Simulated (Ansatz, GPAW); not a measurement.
# How MoS3 (model structure) absorbs and reflects light, part 3 of 3

Aim: the dielectric function of MoS3 (model structure), and the optical constants that follow from it. The structure is a model built here, which may or may not match a known phase. It was built so: All O replaced by S and W replaced by Mo in the Pm-3m structure of WO3. The cell is first relaxed with Ansatz.

GPAW 26.7.0; DFT, PBE, plane-wave PAW (GPAW data sets), scalar-relativistic, RPA, optical limit.

So far. Step 3 (Ground state): There are states at the Fermi level within the smearing, so the occupations stay smeared and the carriers get a Drude term.

## Step 5: Dielectric function, RPA

Local fields let the induced charge screen the field inside the cell, which as a rule lowers ε, most along directions where the density is uneven.

This step: DFT, PBE, plane-wave PAW (GPAW data sets), scalar-relativistic, RPA, optical limit (GPAW 26.7.0).

File df.py:

```python
from gpaw.response.df import DielectricFunction

df = DielectricFunction('full.gpw', frequencies={'type': 'nonlinear', 'domega0': 0.03, 'omega2': 8},
                        ecut=30,
                        eta=0.05,
                        nbands=65,
                        rate=0.03,
                        txt='df.txt')
for direction in ['x']:
    df.get_dielectric_function(xc='RPA', direction=direction, filename=f'df_{direction}.csv')
```

On the command line:

```sh
$ OMP_NUM_THREADS=1 python df.py
```

The program printed:

```text
Using integrator: PointIntegrator
NonLinearFrequencyDescriptor(from 0.000 to 93.938 eV, 535 points)
Nonperiodic BCs:  [False False False]
Using integrator: PointIntegrator
NonLinearFrequencyDescriptor(from 0.000 to 93.938 eV, 535 points)
Nonperiodic BCs:  [False False False]
Using integrator: PointIntegrator

Calculating chi0 body with:
    Ground state adapter containing:
    Number of spins: 1
    Number of kpoints: 512
    Number of irreducible kpoints: 35
    Number of completely occupied states: 13
    Number of partially occupied states: 21

    Linear response parametrization:
    q_c: [0.0, 0.0, 0.0]
    Number of frequency points: 535
    Planewave cutoff: 30.0
    Number of bands: 65
    Number of planewaves: 33
    Broadening (eta): 0.05

Integrating chi0 body.

Symmetries of q_c:
    Direct symmetries (Uq -> q): 48
    Indirect symmetries (TUq -> q): 0
In total 48 allowed symmetries.

35 groups of equivalent kpoints. 93.1640625% reduction.

Integral kind: spectral function

Calculating chi0 optical extensions with:
    Ground state adapter containing:
    Number of spins: 1
    Number of kpoints: 512
    Number of irreducible kpoints: 35
    Number of completely occupied states: 13
    Number of partially occupied states: 21

    Linear response parametrization:
    Number of frequency points: 535
    Planewave cutoff: 30.0
    Number of bands: 65
    Number of planewaves: 33
    Broadening (eta): 0.05
Integrating chi0 head and wings.

Symmetries of q_c:
    Direct symmetries (Uq -> q): 48
    Indirect symmetries (TUq -> q): 0
In total 48 allowed symmetries.

35 groups of equivalent kpoints. 93.1640625% reduction.

Integral kind: spectral function wings

Calculating drude chi0 with:
    Number of frequency points:535
    Plasma frequency decay rate: 0.03 eV

    Ground state adapter containing:
    Number of spins: 1
    Number of kpoints: 512
    Number of irreducible kpoints: 35
    Number of completely occupied states: 13
    Number of partially occupied states: 21

Symmetries of q_c:
    Direct symmetries (Uq -> q): 48
    Indirect symmetries (TUq -> q): 0
In total 48 allowed symmetries.

35 groups of equivalent kpoints. 93.1640625% reduction.

Integral kind: intraband
Plasma frequency:
[[3.+0.j 0.+0.j 0.+0.j]
 [0.+0.j 3.+0.j 0.+0.j]
 [0.+0.j 0.+0.j 3.+0.j]]
```

The job ended after 30 s (1 thread of Intel Xeon Platinum 8259CL at 2.50GHz (Skylake/Cascade Lake), shared host; peak memory 0.26 GiB).

Read-outs, printed or worked out from the files:

| Property | Result |
| --- | --- |
| centre of weight of the strongest loss peak in the window | 21.52 eV |

The Im ε, E ∥ x has structure finer than the step of the table below, so its rows give means over 0.5 eV, whole bins alone (the curve runs from 0.305 to 25.0 eV). Peaks (eV: height): 0.68: 23.2, 1.21: 69.5.

Sum at mesh points, not converged in k. The Im ε, E ∥ x by photon energy; means over each step:

| photon energy (eV) | Im ε, E ∥ x |
| --- | --- |
| 1.0 | 29.2 |
| 1.5 | 26.2 |
| 2.0 | 4.88 |
| 2.5 | 2.14 |
| 3.0 | 4.52 |
| 3.5 | 4.46 |
| 4.0 | 6.15 |
| 4.5 | 4.42 |
| 5.0 | 3.89 |
| 5.5 | 2.71 |
| 6.0 | 2.82 |
| 6.5 | 1.23 |
| 7.0 | 1.28 |
| 7.5 | 1.47 |
| 8.0 | 1.47 |
| 8.5 | 2.36 |
| 9.0 | 2.31 |
| 9.5 | 2.62 |
| 10.0 | 2.19 |
| 10.5 | 1.85 |
| 11.0 | 1.84 |
| 11.5 | 1.55 |
| 12.0 | 1.20 |
| 12.5 | 1.03 |
| 13.0 | 1.06 |
| 13.5 | 1.14 |
| 14.0 | 1.19 |
| 14.5 | 1.05 |
| 15.0 | 1.15 |
| 15.5 | 1.07 |
| 16.0 | 1.19 |
| 16.5 | 1.08 |
| 17.0 | 1.02 |
| 17.5 | 0.851 |
| 18.0 | 0.873 |
| 18.5 | 0.906 |
| 19.0 | 0.917 |
| 19.5 | 0.846 |
| 20.0 | 0.628 |
| 20.5 | 0.584 |
| 21.0 | 0.567 |
| 21.5 | 0.527 |
| 22.0 | 0.489 |
| 22.5 | 0.352 |
| 23.0 | 0.295 |
| 23.5 | 0.255 |
| 24.0 | 0.316 |
| 24.5 | 0.309 |

Values under 1 per cm are given as 1; sum at mesh points, not converged in k. Absorption coefficient, E ∥ x against photon energy:

```
photon energy (eV)  absorption coefficient, E ∥ x (1/cm)
              1.01                                 1.8e5
              1.99                                 6.1e5
              3.02                                 5.7e5
              3.98                                 3.7e5
              4.98                                 7.7e5
              6.02                                 8.2e5
              6.99                                 4.4e5
              8.03                                 4.3e5
              9.02                                 7.8e5
             10.03                                 1.0e6
             11.03                                 1.1e6
             12.02                                 9.6e5
             13.00                                 7.4e5
             14.04                                 9.7e5
             14.96                                 8.8e5
             16.03                                 1.0e6
             16.96                                 1.1e6
             18.05                                 9.9e5
             18.97                                 1.1e6
             20.06                                 9.8e5
             20.95                                 8.9e5
             22.02                                 9.4e5
             23.01                                 5.6e5
             24.04                                 5.7e5
```

The Im ε, E ∥ x has structure finer than the step of the table below, so its rows give means over 0.5 eV, whole bins alone (the curve runs from 0.305 to 25.0 eV). Peaks (eV: height): without local fields 0.68: 23.8, 1.18: 71.7; with local fields 0.68: 23.2, 1.21: 69.5.

Sum at mesh points, not converged in k. Table of Im ε, E ∥ x by photon energy; means over each step:

```csv
photon energy (eV),without local fields,with local fields
1.0,31.1,29.2
1.5,25.9,26.2
2.0,4.68,4.88
2.5,2.09,2.14
3.0,4.40,4.52
3.5,4.24,4.46
4.0,5.95,6.15
4.5,4.03,4.42
5.0,3.61,3.89
5.5,2.55,2.71
6.0,2.66,2.82
6.5,1.24,1.23
7.0,1.39,1.28
7.5,1.61,1.47
8.0,1.86,1.47
8.5,2.79,2.36
9.0,3.22,2.31
9.5,3.74,2.62
10.0,3.41,2.19
10.5,3.14,1.85
11.0,3.01,1.84
11.5,2.11,1.55
12.0,1.84,1.20
12.5,2.38,1.03
13.0,2.53,1.06
13.5,3.09,1.14
14.0,2.43,1.19
14.5,2.43,1.05
15.0,1.94,1.15
15.5,1.41,1.07
16.0,1.16,1.19
16.5,0.812,1.08
17.0,0.626,1.02
17.5,0.541,0.851
18.0,0.427,0.873
18.5,0.328,0.906
19.0,0.305,0.917
19.5,0.226,0.846
20.0,0.242,0.628
20.5,0.218,0.584
21.0,0.179,0.567
21.5,0.156,0.527
22.0,0.127,0.489
22.5,0.121,0.352
23.0,0.127,0.295
23.5,0.145,0.255
24.0,0.129,0.316
24.5,0.104,0.309
```

The loss function −Im 1/ε at q → 0, E ∥ x has structure finer than the step of the table below, so its rows give means over 1 eV, whole bins alone (the curve runs from 0.305 to 25.0 eV). Peaks (eV: height): 2.6: 0.607, 5.5: 0.555, 6.5: 1.66, 7.0: 0.812, 12.2: 0.967, 22.2: 1.92, 24.2: 1.05.

Sum at mesh points, not converged in k. Loss function −Im 1/ε at q → 0, E ∥ x against energy loss; means over each step:

energy loss (eV), loss function −Im 1/ε at q → 0, E ∥ x and a bar:
```
        1       0.03 
        2       0.08 #
        3       0.26 ####
        4       0.16 ##
        5       0.29 #####
        6       0.36 ######
        7       0.68 ############
        8       0.36 ######
        9       0.34 ######
       10       0.46 ########
       11       0.55 ##########
       12       0.82 ###############
       13       0.77 ##############
       14       0.72 #############
       15       0.72 #############
       16       0.75 #############
       17       0.92 ################
       18       0.94 #################
       19       0.97 #################
       20       1.39 #########################
       21       1.41 ##########################
       22       1.65 ##############################
       23       1.40 #########################
       24       0.92 #################
```

The reflectivity at normal incidence, E ∥ x has structure finer than the step of the table below, so its rows give means over 1 eV, whole bins alone (the curve runs from 0.305 to 25.0 eV). Peaks (eV: height): 0.7: 53.9, 1.3: 75.0, 1.9: 82.6, 3.8: 42.1, 4.4: 50.1, 5.3: 43.7, 6.4: 47.2.

Sum at mesh points, not converged in k. The reflectivity at normal incidence, E ∥ x by photon energy; means over each step:

photon energy (eV), reflectivity at normal incidence, E ∥ x (%) and a bar:
```
        1       56.4 #######################
        2       71.5 ##############################
        3       24.4 #########
        4       33.1 #############
        5       31.0 ############
        6       31.8 ############
        7       11.0 ###
        8        9.4 ##
        9       14.9 #####
       10       17.8 ######
       11       17.1 ######
       12       15.1 #####
       13        8.6 ##
       14        9.2 ##
       15        8.5 ##
       16        9.6 ##
       17       10.6 ###
       18        8.4 ##
       19       10.5 ###
       20       12.0 ####
       21        9.3 ##
       22        9.9 ###
       23        6.9 #
       24        3.9
```

Optical constants at common wavelengths, from n + ik = √ε:

```csv
wavelength (nm),n,k,R (%),1/α
1550,3.11,1.453,35.0,85 nm
633,0.60,3.222,81.4,16 nm
450,1.81,0.867,16.3,41 nm
405,1.27,1.623,34.7,20 nm
308,2.24,1.139,24.0,22 nm
248,1.40,1.551,31.5,13 nm
193,0.47,1.150,46.4,13 nm
```

A polished face would reflect 66 % of daylight and look yellow (CIE x = 0.406, y = 0.432 under D65).

## Step 6: What came out

| Item | Value |
| --- | --- |
| centre of weight of the strongest loss peak in the window, first axis | 21.5 eV |

In words: At this level (PBE, RPA) MoS3 is a metal. The mesh is too coarse to trust the carriers' weight, the reflectivity or the colour to better than tens of per cent. The cell shrank by 9.4 % in volume. A polished face would reflect 66 % of daylight and look yellow (CIE x = 0.406, y = 0.432 under D65). The carriers' damping of 0.03 eV is typed, not computed; it shapes the response at the lowest energies. The run has no spin polarisation; magnetic order or correlation, untested here, could change the spectrum. In this version of GPAW the matrix elements of the optical limit are incomplete, which can lower ε − 1 by up to a tenth where first-row anions or d states rule, and shift it by more in d metals. GPAW's carrier term has the form −ωp²/(ω + i·rate)², which damps like twice the rate and fails at low energy, so the curves leave the lowest energies out. The sum runs over mesh points 0.17 Å⁻¹ apart with no interpolation, so peaks are partly noise of the mesh, and the Drude plasma energy, a sum over the Fermi surface, isn't converged.

[Machine, clock and banner lines and Python warnings are left out of the logs.]

[Logs are printed without paths, hosts, clocks, repeated set-up lines and the standing remarks that a program may print on its own settings, such as how far it seeks lower states.]

[Hosts, paths, dates, database ids (printed as entryN), source tags and the programs' standing remarks are cut or masked in the printed files.]
